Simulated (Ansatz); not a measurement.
# How fast states decay through AsH4F, part 2 of 3

Aim: relax a made-up compound, AsH4F, and see how good a tunnel barrier it would be. It is built by putting F for Br, As for N in the H4BrN structure of space group P-43m, with the volume rescaled by atomic radii. The parent structure comes from the Materials Project.

Ansatz 0.2.0; PBE DFT, plane waves, PAW files (the session's first sound run).

So far. Step 2 (Cell and atoms at rest): The largest force component on a free atom ends at 6.2e-5 eV/Å.

The structure was built from a prototype and need not be the compound's stable phase.

## 3. Band edges

The energy window and the wavevectors of the next steps follow from the band edges, so these are searched first, off the mesh as well.

The input, input.yaml:

```yaml
crystal:
  lattice:
    - [3.8743109734, 0.0, 0.0]
    - [0.0, 3.8743109734, 0.0]
    - [0.0, 0.0, 3.8743109734]
  atoms:
    - { symbol: H, position: [0.2282408122, 0.2282408122, 0.7717591878] }
    - { symbol: H, position: [0.2282408122, 0.7717591878, 0.2282408122] }
    - { symbol: H, position: [0.7717591878, 0.2282408122, 0.2282408122] }
    - { symbol: H, position: [0.7717591878, 0.7717591878, 0.7717591878] }
    - { symbol: F, position: [0.5, 0.5, 0.5] }
    - { symbol: As, position: [0.0, 0.0, 0.0] }
kpoints:
  mp_grid: { grid: [6, 6, 6] }
  band_path: { path: [VBM, CBM], npoints: 30 }
scf:
  occupations: { method: fixed }
hamiltonian:
  xc: pbe
output:
  eigenvalues: true
  write_potential: true
  write_density: true
  volumetric_format: npy
```

On the command line:

```
ansatz run input.yaml --threads 2 --pin off --max-ram 4096MiB --backend cpu --events-out ev --progress --plain --runs-dir out
```

Numbers of over 12 decimals in the logs are rounded to 6 here.

Output:

```text
[...]
Crystal: 6 atoms, lattice volume = 58.155 Å³
Basis set: ecut = 420 eV, 1141 PW (Γ)
Bands: 19, of which v1, the nominal top of the filled ones, is band 13 counted from 1 (12 counted from 0)
Symmetry: 24 space group operations
[...]
k-points: 20 of 216 (time reversal used)
[...]
SCF iter   1: F=—  HF=-5727.051720 eV  |F-HF|=—  |Δ(HF+E_count)|=         —  Δρ=3.90e-3  dr2=5.56e-3  ethr=1.77e-3  ⟨swp⟩=4.5  Hψ=1695  notcnv=0  defer=64
[...]
SCF iter   7: F=-5727.052097 eV  HF=-5727.052097 eV  |F-HF|=9.66e-10  |Δ(HF+E_count)|=   1.76e-7  Δρ=2.91e-6  dr2=4.69e-9  ethr=3.16e-10  ⟨swp⟩=3.8  Hψ=1195  notcnv=0
SCF 1 converged in 7 iterations: F = -5727.052097 eV  dr2 = 4.69e-9
[...]
NSCF: frozen V_eff on 20 k-points
[...]
SCF converged after 7 iterations
Free energy (F): -5727.052097 eV
[...]
Internal energy: -5727.052097 eV  (E = F + TS)
E sigma→0 (E₀):  -5727.052097 eV
Fermi energy:    1.407179 eV
[...]
--- Band table (eV; the first three rows and the last of 20) ---
  k-point 0: bands = [... 9 lower, -1.8777, 1.4072, 1.4072, 1.4072, 6.5584, 8.8063, 8.8063, 10.7218, ... 2 higher]
  k-point 1: bands = [... 9 lower, -1.7792, 0.9729, 1.3017, 1.3017, 7.1565, 9.0289, 9.3492, 10.3728, ... 2 higher]
  k-point 2: bands = [... 9 lower, -1.5545, 0.3487, 1.0587, 1.0587, 8.1556, 9.6199, 9.8105, 9.8105, ... 2 higher]
  k-point 19: bands = [... 9 lower, -2.5357, 0.2699, 0.2699, 0.2699, 7.5681, 7.5681, 7.5681, 8.9896, ... 2 higher]
```

Elapsed: 5.8 s, on 2 threads of Arm Neoverse V1, shared host; peak memory 0.29 GiB.

Numbers from this step:

```yaml
fermi_energy: 1.407 eV
gap_on_the_k_mesh: 5.031 eV
gap_on_path: 5.023 eV, by band count; negative where bands overlap
direct_gap_on_path: 5.151 eV
edge_places_on_path: 0, 1.170 1/A along the path
```

Electronic bands along the path, in eV, zero at the Fermi level (highest filled level under fixed occupations); v1 is the highest filled band, c1 the lowest empty one:

| point | v4 | v3 | v2 | v1 | c1 | c2 | c3 | c4 |
| --- | --- | --- | --- | --- | --- | --- | --- | --- |
| VBM | -3.28 | 0.00 | 0.00 | 0.00 | 5.15 | 7.40 | 7.40 | 9.31 |
| halfway | -2.85 | -1.15 | -0.34 | -0.11 | 6.61 | 7.63 | 7.75 | 8.20 |
| CBM | -2.59 | -1.01 | -0.30 | -0.30 | 5.02 | 6.95 | 6.95 | 8.22 |

The electronic bands as a text plot (rows in eV, shown from -4.5 to 7.9 only; labels by their first letter):

```
    7.6 |++++++++++++++++++   +++++++++++++++++++++
    7.1 |                                      ++++++++++++++++++
    6.6 |                     ++++++++++++
    6.1 |              +++++++            +++++
    5.6 |       +++++++                        ++++++++
    5.1 |+++++++                                       ++++++++++
    4.5 |
    4.0 |
    3.5 |
    3.0 |
    2.5 |
    2.0 |
    1.4 |
    0.9 |
    0.4 |
   -0.1 |********************************************************
   -0.6 |          **********           ***********
   -1.1 |                    ************************************
   -1.7 |
   -2.2 |
   -2.7 |                       *********************************
   -3.2 |***************************
   -3.7 |            **************************
   -4.2 |                           *****************************
         V                                                      C
```

The searched edges give 5.02 eV, against 5.03 eV on the mesh.

## 4. Complex bands

This step: PBE DFT, plane waves, PAW files; complex bands by layer matching along the plane's normal (Ansatz 0.2.0).

The same crystal is laid in a cell whose first two vectors span the (001) plane (indices of the standard conventional cell, whose axes can be ordered otherwise than in the bulk input). At fixed energy and wavevector in the plane the solver finds all kz, real and complex. A few wavevectors are listed, (0, 0), (-0.5, 0.1432) and (-0.5, -0.5) in units of the plane's reciprocal vectors; the slowest state needn't be among them.

Edit input.yaml of step 3 so:

```diff
@@ -2,5 +2,5 @@
   lattice:
-    - [3.8743109734, 0.0, 0.0]
-    - [0.0, 3.8743109734, 0.0]
-    - [0.0, 0.0, 3.8743109734]
+    - [3.874310973, 0.0, 0.0]
+    - [0.0, 3.874310973, 0.0]
+    - [0.0, 0.0, 3.874310973]
   atoms:
@@ -14,3 +14,2 @@
   mp_grid: { grid: [6, 6, 6] }
-  band_path: { path: [VBM, CBM], npoints: 30 }
 scf:
@@ -21,4 +20,6 @@
   eigenvalues: true
-  write_potential: true
-  write_density: true
-  volumetric_format: npy
+  transmission:
+    leads: [[0, 0]]
+    kpoints: [[0.0, 0.0], [-0.5, 0.1432], [-0.5, -0.5]]
+    e_range: [-1.0, 6.02]
+    de: 0.12
```

Output:

```text
[...]
Crystal: 6 atoms, lattice volume = 58.155 Å³
Basis set: ecut = 420 eV, 1141 PW (Γ)
Bands: 19, of which v1, the nominal top of the filled ones, is band 13 counted from 1 (12 counted from 0)
Symmetry: 24 space group operations
[...]
k-points: 20 of 216 (time reversal used)
[...]
SCF iter   1: F=—  HF=-5727.051720 eV  |F-HF|=—  |Δ(HF+E_count)|=         —  Δρ=3.90e-3  dr2=5.56e-3  ethr=1.77e-3  ⟨swp⟩=4.5  Hψ=1695  notcnv=0  defer=64
[...]
SCF iter   7: F=-5727.052097 eV  HF=-5727.052097 eV  |F-HF|=9.56e-10  |Δ(HF+E_count)|=   1.76e-7  Δρ=2.91e-6  dr2=4.68e-9  ethr=3.16e-10  ⟨swp⟩=3.8  Hψ=1195  notcnv=0
SCF 1 converged in 7 iterations: F = -5727.052097 eV  dr2 = 4.68e-9
[...]
transmission: 5 of 15 steps passed
transmission: 10 of 15 steps passed
transmission: 15 of 15 steps passed
SCF converged after 7 iterations
Free energy (F): -5727.052097 eV
[...]
Internal energy: -5727.052097 eV  (E = F + TS)
E sigma→0 (E₀):  -5727.052097 eV
Fermi energy:    1.407179 eV
[...]
--- Band table (eV; the first three rows and the last of 20) ---
  k-point 0: bands = [... 9 lower, -1.8777, 1.4072, 1.4072, 1.4072, 6.5584, 8.8063, 8.8063, 10.7218, ... 2 higher]
  k-point 1: bands = [... 9 lower, -1.7792, 0.9729, 1.3017, 1.3017, 7.1565, 9.0289, 9.3492, 10.3728, ... 2 higher]
  k-point 2: bands = [... 9 lower, -1.5545, 0.3487, 1.0587, 1.0587, 8.1556, 9.6199, 9.8105, 9.8105, ... 2 higher]
  k-point 19: bands = [... 9 lower, -2.5357, 0.2699, 0.2699, 0.2699, 7.5681, 7.5681, 7.5681, 8.9896, ... 2 higher]
--- Transmission ---
  basis      : 137 plane waves across, 5 finite elements along
  points     : 3, as listed
  energies   : 59 from -1.000000 to 5.960000 eV about the Fermi level, 0.120000 eV apart; the leads are filled to 2.515490 eV, and channels, transmission and decay are at 2.480000 eV
  crystal 0  : H4As1F1, at the sites [0, 0], period 3.8743 Å: whole cells are its period
    offset         : up to 0.0000 Å between an atom of the period and one for which it stands
    channels       : 0.000000e0 a spin
    conductance    : none, the energies end too early or step too widely for 300 K: set another output.transmission.e_range or a lower de, or, where they end at an eighth of basis.ecutwfc, a higher one
    slowest decay  : 0.3441 /Å at (0.0000, 0.0000)
```

Run time: 12 s. Hardware: 2 threads; peak memory 0.39 GiB; 23 s of CPU time.

This step gave:

```yaml
level_to_which_the_leads_are_filled: 2.515 eV from the Fermi level
decay_constant_at_the_filling_level_zone_centre: 0.3442 Å⁻¹
decay_constant_at_the_filling_level_slowest_listed_point: 0.3441 Å⁻¹
```

K parallel (0, 0); values up to 1.5 1/Å, a degenerate pair printed once or twice; energies at which all values exceed this have no row. The Im kz of the slowest decaying states by energy, zero at the highest filled level on the SCF mesh:

```
energy (eV)  decay 1 (Å⁻¹)  decay 2 (Å⁻¹)  decay 3 (Å⁻¹)  decay 4 (Å⁻¹)
     -1.000          0.380          0.671              -              -
     -0.520          0.108          0.704           1.49              -
     -0.040          0.727           1.44              -              -
      0.440          0.219          0.508          0.741           1.40
      1.040          0.298          0.747          0.769           1.31
      1.520          0.327          0.744           1.06           1.29
      2.000          0.341          0.735           1.07           1.24
      2.480          0.344          0.720           1.08           1.18
      2.960          0.337          0.699           1.07           1.13
      3.440          0.320          0.672           1.07           1.07
      4.040          0.281          0.629          0.986           1.05
      4.520          0.227          0.586          0.916           1.03
      5.000          0.119          0.536          0.839           1.01
      5.480          0.477          0.754          0.984           1.11
```

K parallel (-0.5, 0.1432); values up to 1.5 1/Å, a degenerate pair printed once or twice; energies at which all values exceed this have no row. Table of Im kz of the slowest decaying states by energy, zero at the highest filled level on the SCF mesh:

```
energy (eV)  decay 1 (Å⁻¹)  decay 2 (Å⁻¹)  decay 3 (Å⁻¹)  decay 4 (Å⁻¹)
      -1.00          0.370          0.441           1.27              -
      -0.76          0.126          0.403          0.586           1.24
      -0.40         0.0157          0.248          0.672           1.19
      -0.16          0.165          0.238          0.707           1.15
      -0.04          0.305          0.315          0.721           1.13
       0.08          0.369          0.388          0.733           1.11
       0.44          0.473          0.560          0.767           1.03
       0.68          0.513          0.685          0.786          0.836
       0.92          0.539          0.651          0.797          0.804
       1.28          0.558          0.594          0.827          0.848
       1.52          0.562          0.580          0.840          0.866
       1.76          0.561          0.571          0.850          0.877
       2.12          0.551          0.563          0.861          0.887
       2.36          0.539          0.558          0.866          0.890
       2.60          0.525          0.554          0.868          0.891
       2.84          0.507          0.550          0.869          0.890
       3.20          0.474          0.543          0.864          0.886
       3.44          0.448          0.538          0.854          0.884
       3.68          0.419          0.533          0.812          0.895
       4.04          0.365          0.525          0.737          0.850
       4.28          0.322          0.520          0.698          0.838
       4.52          0.268          0.514          0.662          0.824
       4.88          0.145          0.505          0.609          0.799
       5.12          0.500          0.573          0.780          0.822
       5.36          0.496          0.536          0.757          0.794
       5.72          0.474          0.496          0.714          0.741
       5.96          0.428          0.507          0.678          0.690
```

K parallel (-0.5, -0.5); values up to 1.5 1/Å, a degenerate pair printed once or twice; energies at which all values exceed this have no row. Im kz of the slowest decaying states against energy, zero at the highest filled level on the SCF mesh:

```
energy (eV)  decay 1 (Å⁻¹)  decay 2 (Å⁻¹)  decay 3 (Å⁻¹)  decay 4 (Å⁻¹)
      -1.00              -              -              -              -
      -0.76          0.257              -              -              -
      -0.40          0.361              -              -              -
      -0.16          0.399              -              -              -
      -0.04          0.174          0.413              -              -
       0.08          0.256          0.426              -              -
       0.44          0.405          0.453              -              -
       0.68          0.465          0.474              -              -
       0.92          0.473          0.533              -              -
       1.28          0.480          0.610              -              -
       1.52          0.481          0.657           1.49              -
       1.76          0.480          0.704           1.45              -
       2.12          0.473          0.780           1.37              -
       2.36          0.467          0.840           1.30              -
       2.60          0.457          0.925           1.21              -
       2.84          0.446           1.06              -              -
       3.20          0.424           1.05              -              -
       3.44          0.406           1.04              -              -
       3.68          0.385           1.03              -              -
       4.04          0.345           1.01              -              -
       4.28          0.311          0.992              -              -
       4.52          0.267          0.974              -              -
       4.88          0.158          0.791           1.10              -
       5.12         0.0228          0.671           1.17              -
       5.36          0.175          0.569           1.21              -
       5.72          0.215          0.410           1.26              -
       5.96          0.221          0.274           1.28           1.49
```

At the listed wavevectors the last open channel is at -0.04 eV and the next at +5.12 eV on the grid. At +2.48 eV, the grid energy nearest the filling level (the middle of the gap on the SCF mesh), the slowest state at the listed wavevectors decays with κ = 0.344 Å⁻¹, its amplitude falling by e over 2.9 Å. Through 1 nm of this crystal that state's transmission falls by exp(−2 × 0.344 Å⁻¹ × 10 Å) = 0.0010.

## 5. Band edges at another level

This step: LDA DFT, plane waves, PAW files (Ansatz 0.2.0).

The edges again with LDA, at the same atoms.

Edit input.yaml of step 4 so:

```diff
@@ -2,5 +2,5 @@
   lattice:
-    - [3.874310973, 0.0, 0.0]
-    - [0.0, 3.874310973, 0.0]
-    - [0.0, 0.0, 3.874310973]
+    - [3.8743109734, 0.0, 0.0]
+    - [0.0, 3.8743109734, 0.0]
+    - [0.0, 0.0, 3.8743109734]
   atoms:
@@ -14,2 +14,3 @@
   mp_grid: { grid: [6, 6, 6] }
+  band_path: { path: [VBM, CBM], npoints: 30 }
 scf:
@@ -17,9 +18,4 @@
 hamiltonian:
-  xc: pbe
+  xc: lda
 output:
   eigenvalues: true
-  transmission:
-    leads: [[0, 0]]
-    kpoints: [[0.0, 0.0], [-0.5, 0.1432], [-0.5, -0.5]]
-    e_range: [-1.0, 6.02]
-    de: 0.12
```

Output:

```text
[...]
Crystal: 6 atoms, lattice volume = 58.155 Å³
Basis set: ecut = 420 eV, 1141 PW (Γ)
Bands: 19, of which v1, the nominal top of the filled ones, is band 13 counted from 1 (12 counted from 0)
Symmetry: 24 space group operations
[...]
k-points: 20 of 216 (time reversal used)
[...]
SCF iter   1: F=—  HF=-5629.136495 eV  |F-HF|=—  |Δ(HF+E_count)|=         —  Δρ=1.90e-2  dr2=1.46e-1  ethr=1.77e-3  ⟨swp⟩=4.5  Hψ=1694  notcnv=0  defer=62
[...]
SCF iter   7: F=-5629.099343 eV  HF=-5629.099343 eV  |F-HF|=1.02e-8  |Δ(HF+E_count)|=   4.02e-7  Δρ=9.51e-6  dr2=3.54e-8  ethr=3.85e-10  ⟨swp⟩=7.3  Hψ=1723  notcnv=0
SCF 1 converged in 7 iterations: F = -5629.099343 eV  dr2 = 3.54e-8
[...]
SCF converged after 7 iterations
Free energy (F): -5629.099343 eV
[...]
Internal energy: -5629.099343 eV  (E = F + TS)
E sigma→0 (E₀):  -5629.099343 eV
Fermi energy:    1.073142 eV
[...]
--- Band table (eV; the first three rows and the last of 20) ---
  k-point 0: bands = [... 9 lower, -2.0923, 1.0731, 1.0731, 1.0731, 6.0478, 8.2257, 8.2257, 10.4942, ... 2 higher]
  k-point 1: bands = [... 9 lower, -1.9876, 0.5866, 0.9632, 0.9632, 6.6761, 8.4556, 8.8588, 10.1127, ... 2 higher]
  k-point 2: bands = [... 9 lower, -1.7455, -0.0994, 0.7057, 0.7057, 7.6991, 9.0749, 9.5088, 9.5088, ... 2 higher]
  k-point 19: bands = [... 9 lower, -2.7348, -0.1758, -0.1758, -0.1758, 7.1541, 7.1541, 7.1541, 8.7821, ... 2 higher]
```

It took 5.4 s on 2 threads; peak memory 0.29 GiB; 10 s of CPU time.

Numbers from this step:

```yaml
free_energy: -5629.0993 eV
fermi_energy: 1.073 eV
gap_on_the_k_mesh: 4.902 eV
gap_on_path: 4.888 eV, by band count; negative where bands overlap
direct_gap_on_path: 4.975 eV
edge_places_on_path: 0, 1.168 1/A along the path
```

Electronic bands along the path, in eV, zero at the Fermi level (highest filled level under fixed occupations); v1 is the highest filled band, c1 the lowest empty one:

```
  point     v4     v3     v2     v1    c1    c2    c3    c4
    VBM  -3.17   0.00   0.00   0.00  4.97  7.15  7.15  9.42
halfway  -2.68  -1.27  -0.36  -0.14  6.53  7.55  7.77  8.21
    CBM  -2.36  -1.08  -0.33  -0.33  4.89  6.97  6.97  8.18
```

The electronic bands as a text plot (rows in eV, shown from -4.4 to 7.8 only; labels by their first letter):

```
    7.6 |        ++++++++++++++++++++++++++++++++++++
    7.1 |++++++++++                              ++++++++++++++++
    6.6 |                     ++++++++++++
    6.1 |                +++++            +++++
    5.5 |        ++++++++                      ++++++
    5.0 |++++++++                                    ++++++++++++
    4.5 |
    4.0 |
    3.5 |
    3.0 |
    2.5 |
    2.0 |
    1.5 |
    0.9 |
    0.4 |
   -0.1 |********************************************************
   -0.6 |          ********         **********************
   -1.1 |                  **************************************
   -1.6 |
   -2.1 |                                            ************
   -2.6 |                  **************************
   -3.1 |*****************************
   -3.7 |              ************************
   -4.2 |                             ***************************
         V                                                      C
```

The searched edges give 4.89 eV, against 4.90 eV on the mesh.

(Continued in part 3 of 3.)

[Logs are printed without paths, hosts, clocks, repeated set-up lines and the standing remarks that a program may print on its own settings, such as how far it seeks lower states.]

[Hosts, paths, dates, database ids (printed as entryN), source tags and the programs' standing remarks are cut or masked in the printed files.]
